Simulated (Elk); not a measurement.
# Fixed-spin-moment curve of MnZn, part 2 of 2

How stiff is the moment of MnZn, and are there other minima?

Elk 11.2.3 (patched build); LDA (Perdew-Zunger); all-electron APW+lo, Dirac cores, scalar-relativistic bands.

So far, magnetization (μB): step 2 (the free run) 3.02.

### 3. Moment fixed at 2.718 μB

Holding the total moment away from its free value maps the energy around and beyond the minimum.

A uniform field is adjusted until the total moment meets the target; the run goes on from the state before.

elk.in reads:

```
tasks
  1

xctype
  100 1 9

rgkmax
  7.0

nempty
  12

swidth
  0.001

reducebf
  0.5

epsengy
  1e-05

maxscl
  120

lmaxi
  3

spinpol
  .true.

fsmtype
  1

momfix
  0.000000 0.000000 2.718000

taufsm
  0.005

sppath
  './'

avec
  5.80145920260 0.00000000000 0.00000000000
  0.00000000000 5.80145920260 0.00000000000
  0.00000000000 0.00000000000 5.80145920260

atoms
  2
  'Mn.in'
  1
  0.0000000000 0.0000000000 0.0000000000   0.000000 0.000000 -0.000175
  'Zn.in'
  1
  0.5000000000 0.5000000000 0.5000000000   0.000000 0.000000 0.000000

ngridk
  8 8 8
```

The run is started by

```
$ OMP_NUM_THREADS=2 elk
```

Numbers of over 12 decimals in the logs are rounded to 6 here.

Log:

```text
┌─────────────────────────┐
│ Elk code version 11.2.3 │
└─────────────────────────┘

All units are atomic (Hartree, Bohr, etc.)

┌──────────────────────────────────────────┐
│ Ground-state run resuming from STATE.OUT │
└──────────────────────────────────────────┘

Lattice vectors :
   5.801459203       0.000000000       0.000000000
   0.000000000       5.801459203       0.000000000
   0.000000000       0.000000000       5.801459203

Species : 1 (Mn)
 muffin-tin radius :    2.400000000
 atomic positions (lattice), magnetic fields (Cartesian) :
  1 :   0.00000000  0.00000000  0.00000000    0.00000000  0.00000000  0.00000000

Species : 2 (Zn)
 muffin-tin radius :    2.400000000
 atomic positions (lattice), magnetic fields (Cartesian) :
  1 :   0.50000000  0.50000000  0.50000000    0.00000000  0.00000000  0.00000000

Total number of atoms per unit cell :    2
Total muffin-tin volume :    115.8116716
 ratio of muffin-tin to unit cell volume :   0.5931173148

Spin treatment :
 spin-polarised
 global magnetic field (Cartesian) :    0.000000000       0.000000000       0.000000000
 collinear magnetisation in z-direction
 fixed spin moment (FSM) calculation, type :    1
  fixing total moment to (Cartesian) :
     0.000000000       0.000000000       2.718000000

Number of Bravais lattice symmetries :   48
Number of crystal symmetries         :   48
Crystal has inversion symmetry
Real symmetric eigensolver will be used

k-point grid :      8     8     8
k-point offset :    0.000000000       0.000000000       0.000000000
k-point set is reduced with full crystal symmetry group
Total number of k-points :       35

Muffin-tin radius times maximum |G+k| :    7.000000000
 using average radius
Maximum |G+k| for APW functions       :    2.916666667
Maximum (1/2)|G+k|²                   :    4.253472222
Maximum |G| for potential and density :    12.00000000
Constant for pseudocharge density :    7
 order of it for each species :   14  14
 order of it for pair densities of each species (exact exchange by exxq0 0: 14) :   10  10
Radial integration step length :    1

G-vector grid sizes :     24    24    24
Number of G-vectors :     5695

Maximum angular momentum used for
 APW functions            :    8
 outer part of muffin-tin :    6

Number of empty states         :     24
Total number of valence states :     82
Total number of core states    :     22

Third-order local-orbitals added for an l without core states : T
Total number of local-orbitals :     45

Using Libxc version 7.0.0
Exchange-correlation functional :    100     1     9
 lda_x; lda_c_pz
 gradient requirement :    0
 local density approximation (LDA)

Smearing type :    3
 Fermi-Dirac
Smearing width :   0.1000000000E-02
Effective electronic temperature (K) :    315.7750248

Mixing type :    1
 Adaptive linear mixing

Potential read in from STATE.OUT

┌──────────────────────────────┐
│ Self-consistent loop started │
└──────────────────────────────┘

[... earlier loops left out ...]

┌──────────────────┐
│ Loop number : 96 │
└──────────────────┘

Energies :
 Fermi                       :     0.225129
 sum of occupied eigenvalues :     -1699.4266499656
 electron kinetic            :      2995.6462527397
 core electron kinetic       :      2662.3891053067
 Coulomb                     :     -5826.5391179990
 Coulomb potential           :     -4537.4641829044
 nuclear-nuclear             :     -476.58549432832
 electron-nuclear            :     -6178.5946035217
 Hartree                     :      828.64097985101
 Madelung                    :     -3557.8070265468
 xc potential                :     -157.49631575289
 xc effective B-field        :    -0.129493
 external B-field            :      0.000000
 exchange                    :     -114.28344708407
 correlation                 :     -4.769038
 electron entropic           :    -0.11200074566071E-03
 total energy                :     -2949.9454621859
 (external B-field energy excluded from total)

Density of states at Fermi energy :    33.01360768
 (states/Hartree/unit cell)

Estimated indirect band gap :   0.1951380976E-02
 from k-point 22 to k-point 19
Estimated direct band gap   :   0.5227249190E-02
 at k-point 24

Charges :
 core                        :    22.00000000
 valence                     :    33.00000000
 interstitial                :    2.214512684
 muffin-tins (core leakage)
  species : 1 (Mn)
   atom 1                    :    23.74597108     ( -0.3595731195E-05)
  species : 2 (Zn)
   atom 1                    :    29.03951623     (  0.8112115399E-04)
 total in muffin-tins        :    52.78548732
 total calculated charge     :    54.99980513
 total charge                :    55.00000000
 error                       :   0.1948736771E-03

Moments :
 interstitial                :   0.1772138363E-01
 muffin-tins
  species : 1 (Mn)
   atom 1                    :    2.763608704
  species : 2 (Zn)
   atom 1                    :  -0.6323507495E-01
 total in muffin-tins        :    2.700373629
 total moment                :    2.718095013

FSM global effective field   :   0.6287565740E-02

┌──────────────────────────────┐
│ Self-consistent loop stopped │
└──────────────────────────────┘

Wrote STATE.OUT
```

Run time: 2.7 min. Hardware: 2 threads of Arm Neoverse V2, shared host; peak memory 0.09 GiB; 5.2 min of CPU time.

This step gave:

| Item | Value |
| --- | --- |
| magnetization | 2.718 μB |

It lies 20.4 meV a cell above the free run.

### 4. Moment fixed at 2.039 μB

elk.in: that of step 3 with these lines changed.

```diff
@@ -34,3 +34,3 @@
 momfix
-  0.000000 0.000000 2.718000
+  0.000000 0.000000 2.039000
```

The run is started by

```
$ OMP_NUM_THREADS=2 elk
```

Log:

```text
┌─────────────────────────┐
│ Elk code version 11.2.3 │
└─────────────────────────┘

All units are atomic (Hartree, Bohr, etc.)

┌──────────────────────────────────────────┐
│ Ground-state run resuming from STATE.OUT │
└──────────────────────────────────────────┘

Lattice vectors :
   5.801459203       0.000000000       0.000000000
   0.000000000       5.801459203       0.000000000
   0.000000000       0.000000000       5.801459203

Species : 1 (Mn)
 muffin-tin radius :    2.400000000
[...]
total in muffin-tins        :    52.78230243
 total calculated charge     :    54.99982465
 total charge                :    55.00000000
 error                       :   0.1753531725E-03

Moments :
 interstitial                :  -0.1736926964E-01
 muffin-tins
  species : 1 (Mn)
   atom 1                    :    2.118300271
  species : 2 (Zn)
   atom 1                    :  -0.6180071378E-01
 total in muffin-tins        :    2.056499557
 total moment                :    2.039130288

FSM global effective field   :   0.1374838548E-01

┌──────────────────────────────┐
│ Self-consistent loop stopped │
└──────────────────────────────┘

Wrote STATE.OUT

[key lines of the parts left out:]
total energy                :     -2949.9380874980
```

The job ended after 1.9 min (2 threads; peak memory 0.09 GiB).

This step gave:

| Property | Result |
| --- | --- |
| magnetization | 2.039 μB |

It lies 221 meV a cell above the free run.

### 5. Moment fixed at 4.078 μB

elk.in: that of step 4 with these lines changed.

```diff
@@ -34,3 +34,3 @@
 momfix
-  0.000000 0.000000 2.039000
+  0.000000 0.000000 4.078000
```

The run is started by

```
$ OMP_NUM_THREADS=2 elk
```

Log:

```text
┌─────────────────────────┐
│ Elk code version 11.2.3 │
└─────────────────────────┘

All units are atomic (Hartree, Bohr, etc.)

┌──────────────────────────────────────────┐
│ Ground-state run resuming from STATE.OUT │
└──────────────────────────────────────────┘

Lattice vectors :
   5.801459203       0.000000000       0.000000000
   0.000000000       5.801459203       0.000000000
   0.000000000       0.000000000       5.801459203

Species : 1 (Mn)
 muffin-tin radius :    2.400000000
[...]
total in muffin-tins        :    52.78566855
 total calculated charge     :    54.99981134
 total charge                :    55.00000000
 error                       :   0.1886555192E-03

Moments :
 interstitial                :   0.2214031008
 muffin-tins
  species : 1 (Mn)
   atom 1                    :    3.820071642
  species : 2 (Zn)
   atom 1                    :   0.3659924414E-01
 total in muffin-tins        :    3.856670886
 total moment                :    4.078073987

FSM global effective field   :  -0.1659714496E-01

┌──────────────────────────────┐
│ Self-consistent loop stopped │
└──────────────────────────────┘

Wrote STATE.OUT

[key lines of the parts left out:]
total energy                :     -2949.9355720633
```

Run time: 61 s. Hardware: 2 threads; peak memory 0.09 GiB.

Read from the output:

| Property | Result |
| --- | --- |
| magnetization | 4.078 μB |

It lies 290 meV a cell above the free run.

### 6. Moment fixed at 1.359 μB

elk.in: that of step 5 with these lines changed.

```diff
@@ -34,3 +34,3 @@
 momfix
-  0.000000 0.000000 4.078000
+  0.000000 0.000000 1.359000
```

The run is started by

```
$ OMP_NUM_THREADS=2 elk
```

Log:

```text
Warning(gndstate): failed to reach self-consistency after 120 loops

--- INFO.OUT ---
┌─────────────────────────┐
│ Elk code version 11.2.3 │
└─────────────────────────┘

All units are atomic (Hartree, Bohr, etc.)

┌──────────────────────────────────────────┐
│ Ground-state run resuming from STATE.OUT │
└──────────────────────────────────────────┘

Lattice vectors :
   5.801459203       0.000000000       0.000000000
   0.000000000       5.801459203       0.000000000
   0.000000000       0.000000000       5.801459203

Species : 1 (Mn)
[...]
total in muffin-tins        :    52.77969278
 total calculated charge     :    54.99984425
 total charge                :    55.00000000
[...]
Moments :
 interstitial                :  -0.3410457829E-01
 muffin-tins
  species : 1 (Mn)
   atom 1                    :    1.427793431
  species : 2 (Zn)
   atom 1                    :  -0.5383369073E-01
 total in muffin-tins        :    1.373959740
 total moment                :    1.339855162

FSM global effective field   :   0.1299824905E-01

┌──────────────────────────────┐
│ Self-consistent loop stopped │
└──────────────────────────────┘

Wrote STATE.OUT

[key lines of the parts left out:]
total energy                :     -2949.9249941071
```

It took 3.4 min on 2 threads; peak memory 0.09 GiB.

No converged result was reached; the numbers in the log don't describe the system.

A smaller mixing step or another start is the usual next try.

After 120 loops the RMS change of the potential stands at 5e-04 Ha, and it does not fall steadily.

### 7. E(M)

In all 7 moments were held (0, 0.68, 1.359, 2.039, 2.718, 3.398, 4.078 μB), each run going on from a saved state. The curve holds those that converged and the free run; sizes are given without sign.

Table of energy over the lowest by total spin moment:

```tsv
total spin moment (μB a cell)	energy over the lowest (meV a cell)
2.039	221
2.718	20.4
3.021	0
3.398	47.8
4.078	290
```

Slope dE/dM read from the holding field against total spin moment:

```tsv
total spin moment (μB a cell)	slope dE/dM read from the holding field (meV/μB)
2.039	-374
2.718	-171
3.398	246
4.078	452
```

### 8. Results

| Property | Result |
| --- | --- |
| moment of the free run | 3.02 μB a cell |
| moment of the lowest point | 3.02 μB a cell |

In words: The curve is lowest at 3.02 μB a cell and has risen by 290 meV at 4.08 μB. 3 of 7 held runs did not converge (1.359, 0.68, 0 μB), so the curve is unknown there and other minima can't be ruled out. The field's energy is not in the curve.

[Logs and program files are shortened in this print: banners, set-up blocks, solver, clock and traceback lines can be left out without a mark of their own.]

[Logs are printed without paths, hosts, clocks, repeated set-up lines and the standing remarks that a program may print on its own settings, such as how far it seeks lower states.]

[Hosts, paths, dates, database ids (printed as entryN), source tags and the programs' standing remarks are cut or masked in the printed files.]

[Where a cell is said to come from a database of computed structures, the database is the Materials Project.]
